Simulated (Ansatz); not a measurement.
## Ni wire along [100], 24 atoms a period: bands along the axis

Aim: is the Ni wire along [100], 24 atoms a period a metal or a semiconductor?

Program: Ansatz 0.2.0. Level of theory: DFT PBE, plane waves, PAW; relaxation of a wire's period; PAW set soft_1, in the first sound run; inputs show where later runs differ. Results are calculated unless marked as measured.

**1. The structure**

The cell holds 24 atoms: 24 Ni. Its edges and angles: a = 15.600 Å, b = 15.600 Å, c = 3.520 Å, α = 90.0°, β = 90.0°, γ = 90.0°. Vacuum lies along a and b. The structure's axis is c.

**2. Relaxation of atoms and period**

Band widths follow the bond lengths, so the wire is relaxed first. The atoms and the third cell vector are free; the box across stays fixed as vacuum. Moments are seeded so that a magnetic state can form if it lies lower. A Fermi-Dirac smearing is set since the result may be a metal. The pressure printed is a third of the stress's trace over the whole box, vacuum included; only the stress along the axis is relaxed.

File input.yaml:

```yaml
crystal:
  lattice:
    - [15.6, 0.0, 0.0]
    - [0.0, 15.6, 0.0]
    - [0.0, 0.0, 3.52]
  atoms:
    - { symbol: Ni, position: [0.217948718, 0.443589744, 0.0], spin: 0.8 }
    - { symbol: Ni, position: [0.330769231, 0.330769231, 0.0], spin: 0.8 }
    - { symbol: Ni, position: [0.330769231, 0.556410256, 0.0], spin: 0.8 }
    - { symbol: Ni, position: [0.443589744, 0.217948718, 0.0], spin: 0.8 }
    - { symbol: Ni, position: [0.443589744, 0.443589744, 0.0], spin: 0.8 }
    - { symbol: Ni, position: [0.443589744, 0.669230769, 0.0], spin: 0.8 }
    - { symbol: Ni, position: [0.556410256, 0.330769231, 0.0], spin: 0.8 }
    - { symbol: Ni, position: [0.556410256, 0.556410256, 0.0], spin: 0.8 }
    - { symbol: Ni, position: [0.556410256, 0.782051282, 0.0], spin: 0.8 }
    - { symbol: Ni, position: [0.669230769, 0.443589744, 0.0], spin: 0.8 }
    - { symbol: Ni, position: [0.669230769, 0.669230769, 0.0], spin: 0.8 }
    - { symbol: Ni, position: [0.782051282, 0.556410256, 0.0], spin: 0.8 }
    - { symbol: Ni, position: [0.217948718, 0.556410256, 0.5], spin: 0.8 }
    - { symbol: Ni, position: [0.330769231, 0.443589744, 0.5], spin: 0.8 }
    - { symbol: Ni, position: [0.330769231, 0.669230769, 0.5], spin: 0.8 }
    - { symbol: Ni, position: [0.443589744, 0.330769231, 0.5], spin: 0.8 }
    - { symbol: Ni, position: [0.443589744, 0.556410256, 0.5], spin: 0.8 }
    - { symbol: Ni, position: [0.443589744, 0.782051282, 0.5], spin: 0.8 }
    - { symbol: Ni, position: [0.556410256, 0.217948718, 0.5], spin: 0.8 }
    - { symbol: Ni, position: [0.556410256, 0.443589744, 0.5], spin: 0.8 }
    - { symbol: Ni, position: [0.556410256, 0.669230769, 0.5], spin: 0.8 }
    - { symbol: Ni, position: [0.669230769, 0.330769231, 0.5], spin: 0.8 }
    - { symbol: Ni, position: [0.669230769, 0.556410256, 0.5], spin: 0.8 }
    - { symbol: Ni, position: [0.782051282, 0.443589744, 0.5], spin: 0.8 }
magnetization:
  spin_polarized: true
kpoints:
  mp_grid: { grid: [1, 1, 23] }
scf:
  occupations: { method: fermi_dirac, width: 0.05 }
hamiltonian:
  xc: pbe
  pseudopotentials: { kind: paw, azcp: { folder: soft_1 } }
relax:
  cell: { fix: [a, b, alpha, beta, gamma] }
  max_steps: 45
  f_tol: 0.03
```

On the command line:

```bash
ansatz run input.yaml --threads 4 --pin off --max-ram 16384MiB --backend cpu --events-out ev --progress --plain --runs-dir out
```

Numbers of over 12 decimals in the logs are rounded to 6 here.

Log:

```text
Engine: ansatz 0.2.0, x86_64-unknown-linux-gnu
Pseudopotentials: kind: paw
Pseudopotential: Ni, paw, valence charge 18, recommended cutoff 420 eV (normal), soft_1/Ni.paw.azcp
Functional definition: PBE
  parameter kappa = 0.804
  parameter beta = 0.066725
  exchange = pbe_x(kappa = kappa, mu = beta*pi^2/3)
  correlation = pbe_c(beta = beta)
Crystal: 24 atoms, lattice volume = 856.627 Å³
Basis set: ecut = 420 eV, 16707 PW (Γ), exchange–correlation on 216×216×48 points (8 copies of the dense FFT grid, shifted against one another)
Bands: 271, of which v1, the nominal top of the filled ones, is band 216 counted from 1 (215 counted from 0)
Symmetry: 16 space group operations
Space group: P42/mcm (ITA 132), of the structure as read, at distance tolerance 9.5e-5 Å
Magnetic group: BNS 132.447 (UNI 1107), of the structure as read, at distance tolerance 9.5e-5 Å
k-points: 12 of 23
Non-local potential: Ni, projectors of the file, l = 0: 3, l = 1: 2, l = 2: 3, l = 3: 1
PAW form: soft (Blöchl's): semilocal exchange-correlation on the pseudo side does not see the compensation charge
PAW one-centre angular grid: Ni, 590 points (default); XC on 64 Gauss nodes
Initial density: superposition of atomic densities (neutral atoms: chi_scale 0, normalization atom)
Starting moments: Σ|m| = 19.2 μB on 24 of 24 sites
Initial wavefunctions: pseudopotential atomic-orbital guess
Functional: x = pbe(κ = 0.804, μ = 0.219515), c = pbe(β = 0.066725)
SCF iter   1: F=—  HF=-140114.915266 eV  |F-HF|=—  |Δ(HF+E_count)|=         —  Δρ=2.09e-2 (↑2.09e-2 ↓1.91e-2)  dr2=4.67e1  dr2_m=1.54e0  M=19.813 μB ∫|m|=20.686 μB  β_m=0.30  ethr=3.10e-3  ⟨swp⟩=8.0  Hψ=29821  notcnv=0  defer=513
Mixer restart at iter 1: flushing history
preconditioner: auto → LDOS  [metal: Δε(μ)=0.000 eV  Ē_g=6.485 eV  σ=0.050 eV  W_gap=0.00  n_scr=210 (ndim 8)  ℏωp=19.7 eV  f_vac=0.579  D(μ)=66.81/eV (n_scr^D=752)]
spin=Collinear: LDOS preconditioning applied to the charge; magnetization (m = ρ↑ − ρ↓) channel mixes plain (no charge-response kernel on spin).
SCF iter   2: F=—  HF=-140118.259811 eV  |F-HF|=—  |Δ(HF+E_count)|=    3.34e0  Δρ=1.89e-2 (↑1.89e-2 ↓1.01e-2)  dr2=1.08e1  dr2_m=8.24e-1  M=19.737 μB ∫|m|=20.889 μB  β_m=0.38  ethr=3.10e-3  ⟨swp⟩=2.2  Hψ=10662  notcnv=0  defer=801
SCF iter   3: F=—  HF=-140129.799662 eV  |F-HF|=—  |Δ(HF+E_count)|=    1.15e1  Δρ=8.27e-3 (↑4.77e-3 ↓8.27e-3)  dr2=6.83e-1  dr2_m=2.37e-1  M=19.671 μB ∫|m|=21.195 μB  β_m=0.40  ethr=2.51e-3  ⟨swp⟩=3.0  Hψ=10317  notcnv=0  defer=810
SCF iter   4: F=—  HF=-140133.375954 eV  |F-HF|=—  |Δ(HF+E_count)|=    3.58e0  Δρ=4.94e-3 (↑4.94e-3 ↓3.02e-3)  dr2=3.74e-1  dr2_m=4.15e-2  M=19.220 μB ∫|m|=21.053 μB  β_m=0.63  ethr=1.58e-4  ⟨swp⟩=2.6  Hψ=10254  notcnv=0  defer=810
SCF iter   5: F=—  HF=-140135.601657 eV  |F-HF|=—  |Δ(HF+E_count)|=    2.23e0  Δρ=3.10e-3 (↑1.95e-3 ↓3.10e-3)  dr2=1.35e-1  dr2_m=1.63e-2  M=18.604 μB ∫|m|=20.752 μB  β_m=0.68  ethr=8.65e-5  ⟨swp⟩=3.1  Hψ=12513  notcnv=0  defer=810
SCF iter   6: F=—  HF=-140135.730744 eV  |F-HF|=—  |Δ(HF+E_count)|=         —  Δρ=4.85e-3 (↑1.43e-3 ↓4.85e-3)  dr2=1.06e-1  dr2_m=7.30e-2  M=17.942 μB ∫|m|=20.123 μB  β_m=0.68  ethr=3.14e-5  ⟨swp⟩=2.7  Hψ=10207  notcnv=0  defer=825
SCF iter   7: F=—  HF=-140135.727410 eV  |F-HF|=—  |Δ(HF+E_count)|=   3.33e-3  Δρ=2.10e-3 (↑1.07e-3 ↓2.10e-3)  dr2=2.97e-2  dr2_m=1.21e-2  M=17.941 μB ∫|m|=20.091 μB  β_m=0.84  ethr=2.46e-5  ⟨swp⟩=2.0  Hψ=8114  notcnv=0  defer=825
SCF iter   8: F=—  HF=-140135.763627 eV  |F-HF|=—  |Δ(HF+E_count)|=   3.62e-2  Δρ=1.88e-3 (↑9.51e-4 ↓1.88e-3)  dr2=4.18e-2  dr2_m=2.40e-3  M=17.805 μB ∫|m|=19.960 μB  β_m=0.67  ethr=6.88e-6  ⟨swp⟩=2.3  Hψ=12208  notcnv=0  defer=827
SCF iter   9: F=—  HF=-140135.756853 eV  |F-HF|=—  |Δ(HF+E_count)|=   6.77e-3  Δρ=2.37e-4 (↑1.60e-4 ↓2.37e-4)  dr2=4.14e-4  dr2_m=1.57e-4  M=17.772 μB ∫|m|=19.937 μB  β_m=0.73  ethr=6.88e-6  ⟨swp⟩=2.0  Hψ=9848  notcnv=0  defer=827
SCF iter  10: F=—  HF=-140135.756893 eV  |F-HF|=—  |Δ(HF+E_count)|=   4.09e-5  Δρ=1.10e-4 (↑5.20e-5 ↓1.10e-4)  dr2=1.10e-4  dr2_m=3.06e-5  M=17.772 μB ∫|m|=19.934 μB  β_m=0.77  ethr=9.59e-8  ⟨swp⟩=2.8  Hψ=11531  notcnv=0  defer=827
SCF iter  11: F=—  HF=-140135.756929 eV  |F-HF|=—  |Δ(HF+E_count)|=   3.58e-5  Δρ=4.77e-5 (↑1.70e-5 ↓4.77e-5)  dr2=1.17e-5  dr2_m=5.73e-6  M=17.774 μB ∫|m|=19.935 μB  β_m=0.88  ethr=2.53e-8  ⟨swp⟩=2.0  Hψ=9384  notcnv=0  defer=827
SCF iter  12: F=—  HF=-140135.756941 eV  |F-HF|=—  |Δ(HF+E_count)|=   1.13e-5  Δρ=3.81e-5 (↑2.13e-5 ↓3.81e-5)  dr2=1.73e-5  dr2_m=1.58e-6  M=17.774 μB ∫|m|=19.934 μB  β_m=0.79  ethr=2.70e-9  ⟨swp⟩=2.3  Hψ=11657  notcnv=0  defer=827
SCF iter  13: F=—  HF=-140135.756939 eV  |F-HF|=—  |Δ(HF+E_count)|=   1.31e-6  Δρ=1.42e-5 (↑1.11e-5 ↓1.42e-5)  dr2=2.20e-6  dr2_m=5.69e-7  M=17.773 μB ∫|m|=19.934 μB  β_m=0.82  ethr=2.70e-9  ⟨swp⟩=2.0  Hψ=11473  notcnv=0  defer=827
SCF iter  14: F=—  HF=-140135.756940 eV  |F-HF|=—  |Δ(HF+E_count)|=   7.74e-7  Δρ=1.25e-5 (↑4.84e-6 ↓1.25e-5)  dr2=1.38e-6  dr2_m=1.43e-7  M=17.774 μB ∫|m|=19.934 μB  β_m=0.65  ethr=5.09e-10  ⟨swp⟩=3.0  Hψ=12591  notcnv=0  defer=827
SCF iter  15: F=—  HF=-140135.756940 eV  |F-HF|=—  |Δ(HF+E_count)|=   2.60e-7  Δρ=3.66e-6 (↑1.53e-6 ↓3.66e-6)  dr2=8.45e-8  dr2_m=2.34e-8  M=17.773 μB ∫|m|=19.934 μB  β_m=0.70  ethr=3.20e-10  ⟨swp⟩=2.2  Hψ=10470  notcnv=0  defer=827
SCF iter  16: F=—  HF=-140135.756940 eV  |F-HF|=—  |Δ(HF+E_count)|=   8.71e-8  Δρ=2.46e-6 (↑1.32e-6 ↓2.46e-6)  dr2=4.91e-8  dr2_m=7.83e-9  M=17.773 μB ∫|m|=19.934 μB  β_m=0.81  ethr=1.95e-11  ⟨swp⟩=2.5  Hψ=12115  notcnv=0  defer=827
SCF iter  17: F=—  HF=-140135.756940 eV  |F-HF|=—  |Δ(HF+E_count)|=   1.95e-8  Δρ=3.32e-6 (↑1.07e-6 ↓3.32e-6)  dr2=1.13e-7  dr2_m=1.61e-8  M=17.773 μB ∫|m|=19.934 μB  β_m=0.74  ethr=1.14e-11  ⟨swp⟩=2.0  Hψ=11759  notcnv=0  defer=827
SCF iter  18: F=-140135.756940 eV  HF=-140135.756940 eV  |F-HF|=2.07e-9  |Δ(HF+E_count)|=  5.53e-10  Δρ=7.96e-7 (↑2.10e-7 ↓7.96e-7)  dr2=4.54e-9  dr2_m=1.03e-9  M=17.773 μB ∫|m|=19.934 μB  ethr=1.14e-11  ⟨swp⟩=2.2  Hψ=19134  notcnv=0
SCF 1 converged in 18 iterations: F = -140135.756940 eV  dr2 = 4.54e-9
  greatest PAW one-centre occupation: 1.001 electrons in one spin orbital (limit 2), on the Ni atom at site 23 (counted from 0), in its partial waves of l = 1
relax step   1: F+E_penalty+E_count = -140135.75693998 eV  Δ(F+E_penalty+E_count) = +0.000e0 eV  max|allowed force component| = 7.627e-1 eV/Å  Δτ_max = 0.0000 Å  P = -2.893 GPa  Ω = 856.627 Å³  fix = [a, b, alpha, beta, gamma]  reactions: a -2.537, b -2.537 GPa  (18 SCF iters, dr2 threshold 1.00e-7 eV, accepted)
[...]
SCF iter   6: F=—  HF=-140136.600187 eV  |F-HF|=—  |Δ(HF+E_count)|=   2.93e-7  Δρ=4.67e-6 (↑2.39e-6 ↓4.67e-6)  dr2=2.04e-7  dr2_m=3.41e-8  M=17.383 μB ∫|m|=19.432 μB  β_m=0.58  ethr=8.10e-10  ⟨swp⟩=2.0  Hψ=9083  notcnv=0
SCF iter   7: F=—  HF=-140136.600187 eV  |F-HF|=—  |Δ(HF+E_count)|=   2.19e-8  Δρ=1.47e-6 (↑1.47e-6 ↓1.33e-6)  dr2=2.64e-8  dr2_m=5.20e-9  M=17.383 μB ∫|m|=19.432 μB  β_m=0.62  ethr=4.73e-11  ⟨swp⟩=2.3  Hψ=10714  notcnv=0
SCF iter   8: F=—  HF=-140136.600187 eV  |F-HF|=—  |Δ(HF+E_count)|=   4.29e-8  Δρ=7.56e-7 (↑6.17e-7 ↓7.56e-7)  dr2=1.36e-8  dr2_m=9.17e-10  M=17.383 μB ∫|m|=19.432 μB  β_m=0.56  ethr=6.10e-12  ⟨swp⟩=3.2  Hψ=13173  notcnv=0
SCF iter   9: F=—  HF=-140136.600187 eV  |F-HF|=—  |Δ(HF+E_count)|=   1.47e-7  Δρ=3.82e-7 (↑2.59e-7 ↓3.82e-7)  dr2=1.38e-9  dr2_m=3.51e-10  M=17.383 μB ∫|m|=19.432 μB  β_m=0.72  ethr=3.14e-12  ⟨swp⟩=3.5  Hψ=12137  notcnv=0
SCF iter  10: F=—  HF=-140136.600187 eV  |F-HF|=—  |Δ(HF+E_count)|=   1.16e-9  Δρ=2.22e-7 (↑2.13e-7 ↓2.22e-7)  dr2=2.31e-10  dr2_m=2.32e-10  M=17.383 μB ∫|m|=19.432 μB  β_m=0.86  ethr=1.00e-12  ⟨swp⟩=2.0  Hψ=9043  notcnv=0
SCF iter  11: F=—  HF=-140136.600187 eV  |F-HF|=—  |Δ(HF+E_count)|=  2.33e-10  Δρ=1.37e-7 (↑1.03e-7 ↓1.37e-7)  dr2=1.66e-10  dr2_m=5.48e-11  M=17.383 μB ∫|m|=19.432 μB  β_m=0.93  ethr=1.00e-12  ⟨swp⟩=1.2  Hψ=6534  notcnv=0
SCF iter  12: F=—  HF=-140136.600187 eV  |F-HF|=—  |Δ(HF+E_count)|=  5.82e-10  Δρ=2.14e-7 (↑1.07e-7 ↓2.14e-7)  dr2=5.70e-10  dr2_m=2.36e-11  M=17.383 μB ∫|m|=19.432 μB  β_m=0.75  ethr=1.00e-12  ⟨swp⟩=1.0  Hψ=6505  notcnv=0
SCF iter  13: F=-140136.600187 eV  HF=-140136.600187 eV  |F-HF|=2.04e-10  |Δ(HF+E_count)|=    0.00e0  Δρ=1.24e-7 (↑3.22e-8 ↓1.24e-7)  dr2=1.49e-10  dr2_m=2.47e-11  M=17.383 μB ∫|m|=19.432 μB  ethr=1.00e-12  ⟨swp⟩=3.1  Hψ=21145  notcnv=0
SCF 6 converged in 13 iterations: F = -140136.600187 eV  dr2 = 1.49e-10
relax step   6: F+E_penalty+E_count = -140136.60018724 eV  Δ(F+E_penalty+E_count) = +1.105e-2 eV  max|allowed force component| = 6.335e-3 eV/Å  Δτ_max = 0.0000 Å  P = +0.001 GPa  Ω = 817.489 Å³  fix = [a, b, alpha, beta, gamma]  reactions: a -0.009, b -0.009 GPa  stress off target by 2.24e-2 GPa on what of the cell is left free  SCF on the basis re-selected at this cell (its energy is not comparable with the rows above)  (13 SCF iters)
basis re-selected at this cell: Δ(F+E_penalty+E_count) = +1.105e-2 eV, ΔP = +0.014 GPa vs the last step (what re-selecting the basis moved, of the pressure what is left beyond the Pulay correction that the steps carried, after the strain that the cell walked since its last selection, with what the two solves' SCF thresholds leave and, on support functions, any second-order correction that the steps lacked; it is no m [...]
SCF converged after 13 iterations
Magnetization: 17.3833 μB (224.6917 up, 207.3083 down)
Absolute magnetization: 19.4547 μB (∫|ρ↑−ρ↓|, with the PAW one-centre terms)
Spin contamination: 0.2356 ħ² per cell (⟨S²⟩ above its minimum at these occupations)
Per-site moments (μB) at R_I (Å): [(0.801146, 0.978863), (0.821282, 0.990216), (0.689588, 0.978863), (0.801146, 0.978863), (0.710673, 1.007375), (0.689588, 0.978863), (0.689588, 0.978863), (0.710673, 1.007375), (0.801146, 0.978863), (0.689588, 0.978863), (0.821282, 0.990216), (0.801146, 0.978863), (0.801146, 0.978863), (0.689588, 0.978863), (0.821282, 0.990216), (0.689588, 0.978863), (0.710673, 1.007375), (0.801146, 0.978863), (0.801146, 0.978863), (0.710673, 1.007375), (0.689588, 0.978863), (0.821282, 0.990216), (0.689588, 0.978863), (0.801146, 0.978863)]
Free energy (F): -140136.600187 eV
Harris-Foulkes:  -140136.600187 eV  (|F-HF|=2.04e-10)
Internal energy: -140136.152263 eV  (E = F + TS)
E sigma→0 (E₀):  -140136.376225 eV
Entropy (-TS):   -0.447924 eV (-18.663 meV/atom)
Fermi energy:    2.805560 eV
--- Per-component energies (eV) ---
  E_band       = -13376.976683
  E_kinetic    = 8130.832154
  E_local      = -482325.433110  (includes V_loc(G=0)·N_el)
  E_nonlocal   = -2776.391571
  E_hartree    = 240755.233004
  E_xc         = -2682.357515
  E_vxc        = -3458.310654  (∫ρ·V_xc dr)
  E_paw        = -39806.813854  (= ΣΔE_a)
  E_vpaw       = -14458.159075  (= ΣTr[D̂ρ^β])
  E_aug_tail   = 0.023102  (compensation charges beyond the density's cutoff)
  E_ewald      = 138568.755528
  E_smearing   = -0.447924  (= −TS)
  E_closure    = 0.000000  (closes the sum)
  Σ components = -140136.600187   (vs F -140136.600187, Δ=0.00e0)
--- Forces (eV/Å), atoms counted from 1 ---
  atom   1  Ni     0.00002924    -0.00282242     0.00000000
  atom   2  Ni    -0.00405771    -0.00405771     0.00000000
  atom   3  Ni     0.00633475     0.00470051    -0.00000000
  atom   4  Ni    -0.00282242     0.00002924    -0.00000000
  atom   5  Ni     0.00151386     0.00151386    -0.00000000
  atom   6  Ni    -0.00470051    -0.00633475     0.00000000
  atom   7  Ni     0.00470051     0.00633475    -0.00000000
  atom   8  Ni    -0.00151386    -0.00151386    -0.00000000
  atom   9  Ni     0.00282242    -0.00002924     0.00000000
  atom  10  Ni    -0.00633475    -0.00470051     0.00000000
  atom  11  Ni     0.00405771     0.00405771     0.00000000
  atom  12  Ni    -0.00002924     0.00282242     0.00000000
  atom  13  Ni     0.00002924     0.00282242     0.00000000
  atom  14  Ni     0.00633475    -0.00470051     0.00000000
  atom  15  Ni    -0.00405771     0.00405771    -0.00000000
  atom  16  Ni    -0.00470051     0.00633475    -0.00000000
  atom  17  Ni     0.00151386    -0.00151386    -0.00000000
  atom  18  Ni    -0.00282242    -0.00002924    -0.00000000
  atom  19  Ni     0.00282242     0.00002924     0.00000000
  atom  20  Ni    -0.00151386     0.00151386    -0.00000000
  atom  21  Ni     0.00470051    -0.00633475     0.00000000
  atom  22  Ni     0.00405771    -0.00405771    -0.00000000
  atom  23  Ni    -0.00633475     0.00470051     0.00000000
  atom  24  Ni    -0.00002924    -0.00282242    -0.00000000
  max |Σ_I F_I| component: 3.47e-18 eV/Å
--- Stress (GPa, compression-positive) ---
       -0.008967      -0.000000      -0.000000
       -0.000000      -0.008967      -0.000000
       -0.000000      -0.000000       0.022408
  P = ⅓ Tr σ = 0.0015 GPa (0.015 kbar)
--- Relaxed structure (5 steps of the walk, 5 accepted, 1 SCFs on fresh bases) ---
  F+E_penalty+E_count = -140136.60018724 eV   max|allowed force component| = 6.335e-3 eV/Å   (the final SCF, on the basis selected at the relaxed cell)
  cell:  # Å, volume = 817.4886 Å³
    - [15.6, 0.0, 0.0]
    - [0.0, 15.6, 0.0]
    - [0.0, 0.0, 3.359174]
  atoms:
    - { symbol: Ni, position: [0.221454, 0.445753, 0.0] }
    - { symbol: Ni, position: [0.330757, 0.330757, 0.0] }
    - { symbol: Ni, position: [0.328792, 0.559320, 0.0] }
    - { symbol: Ni, position: [0.445753, 0.221454, 0.0] }
    - { symbol: Ni, position: [0.443178, 0.443178, 0.0] }
    - { symbol: Ni, position: [0.440680, 0.671208, 0.0] }
    - { symbol: Ni, position: [0.559320, 0.328792, 0.0] }
    - { symbol: Ni, position: [0.556822, 0.556822, 0.0] }
    - { symbol: Ni, position: [0.554247, 0.778546, 0.0] }
    - { symbol: Ni, position: [0.671208, 0.440680, 0.0] }
    - { symbol: Ni, position: [0.669243, 0.669243, 0.0] }
    - { symbol: Ni, position: [0.778546, 0.554247, 0.0] }
    - { symbol: Ni, position: [0.221454, 0.554247, 0.5] }
    - { symbol: Ni, position: [0.328792, 0.440680, 0.5] }
    - { symbol: Ni, position: [0.330757, 0.669243, 0.5] }
    - { symbol: Ni, position: [0.440680, 0.328792, 0.5] }
    - { symbol: Ni, position: [0.443178, 0.556822, 0.5] }
    - { symbol: Ni, position: [0.445753, 0.778546, 0.5] }
    - { symbol: Ni, position: [0.554247, 0.221454, 0.5] }
    - { symbol: Ni, position: [0.556822, 0.443178, 0.5] }
    - { symbol: Ni, position: [0.559320, 0.671208, 0.5] }
    - { symbol: Ni, position: [0.669243, 0.330757, 0.5] }
    - { symbol: Ni, position: [0.671208, 0.559320, 0.5] }
    - { symbol: Ni, position: [0.778546, 0.445753, 0.5] }
```

It took 18 min on 4 threads of Intel Xeon Platinum 8259CL at 2.50GHz (Skylake/Cascade Lake), shared host; peak memory 6.5 GiB; 69 min of CPU time.

Step by step:

| step | energy less that of the first step (eV) | largest force component (eV/Å) | pressure (GPa) | volume (Å³) |
| --- | --- | --- | --- | --- |
| 1 | 0.0000 | 0.7627 | -2.89 | 856.63 |
| 2 | -0.5784 | 0.4141 | -1.49 | 843.86 |
| 3 | -0.8300 | 0.1677 | 0.51 | 822.49 |
| 4 | -0.8514 | 0.0128 | -0.03 | 822.25 |
| 5 | -0.8543 | 0.0065 | -0.01 | 817.49 |
| 6* | -0.8432 | 0.0063 | 0.00 | 817.49 |

Relaxation steps marked * repeat the geometry before them on a plane-wave basis chosen anew for their cell, so energy and pressure can jump there.

Forces are held to the 16 operations that the run works with; a distortion that breaks them can't arise in this run.

| cell as run | before | after | change |
| --- | --- | --- | --- |
| c (Å) | 3.520 | 3.359 | -4.6 % |

The atoms that moved most (Å, along periodic axes as changes of fractional coordinates times the final cell, across vacuum about the mean position):

| atom | dx | dy | dz | length |
| --- | --- | --- | --- | --- |
| Ni13 | 0.055 | -0.034 | 0.000 | 0.064 |
| Ni19 | -0.034 | 0.055 | 0.000 | 0.064 |
| Ni12 | -0.055 | -0.034 | 0.000 | 0.064 |
| Ni9 | -0.034 | -0.055 | 0.000 | 0.064 |
| Ni4 | 0.034 | 0.055 | 0.000 | 0.064 |
| Ni1 | 0.055 | 0.034 | 0.000 | 0.064 |
| Ni18 | 0.034 | -0.055 | 0.000 | 0.064 |
| Ni24 | -0.055 | 0.034 | 0.000 | 0.064 |

Numbers from this step:

```yaml
energy_at_zero_smearing: -140136.3762 eV
total_moment: 17.38 μB
absolute_moment: 19.45 μB
cell_length_along_the_wire: 3.359 Å
```

Site moment by atom:

| atom | site moment (μB) |
| --- | --- |
| Ni1 | 0.801 |
| Ni2 | 0.821 |
| Ni3 | 0.690 |
| Ni4 | 0.801 |
| Ni5 | 0.711 |
| Ni6 | 0.690 |
| Ni7 | 0.690 |
| Ni8 | 0.711 |
| Ni9 | 0.801 |
| Ni10 | 0.690 |
| Ni11 | 0.821 |
| Ni12 | 0.801 |
| Ni13 | 0.801 |
| Ni14 | 0.690 |
| Ni15 | 0.821 |
| Ni16 | 0.690 |
| Ni17 | 0.711 |
| Ni18 | 0.801 |
| Ni19 | 0.801 |
| Ni20 | 0.711 |
| Ni21 | 0.690 |
| Ni22 | 0.821 |
| Ni23 | 0.690 |
| Ni24 | 0.801 |

The cell's length comes to 3.359 Å with an absolute moment of 19.45 μB a cell.

(Continued in part 2 of 2.)

[Logs are printed without paths, hosts, clocks, repeated set-up lines and the standing remarks that a program may print on its own settings, such as how far it seeks lower states.]

[Hosts, paths, dates, database ids (printed as entryN), source tags and the programs' standing remarks are cut or masked in the printed files.]
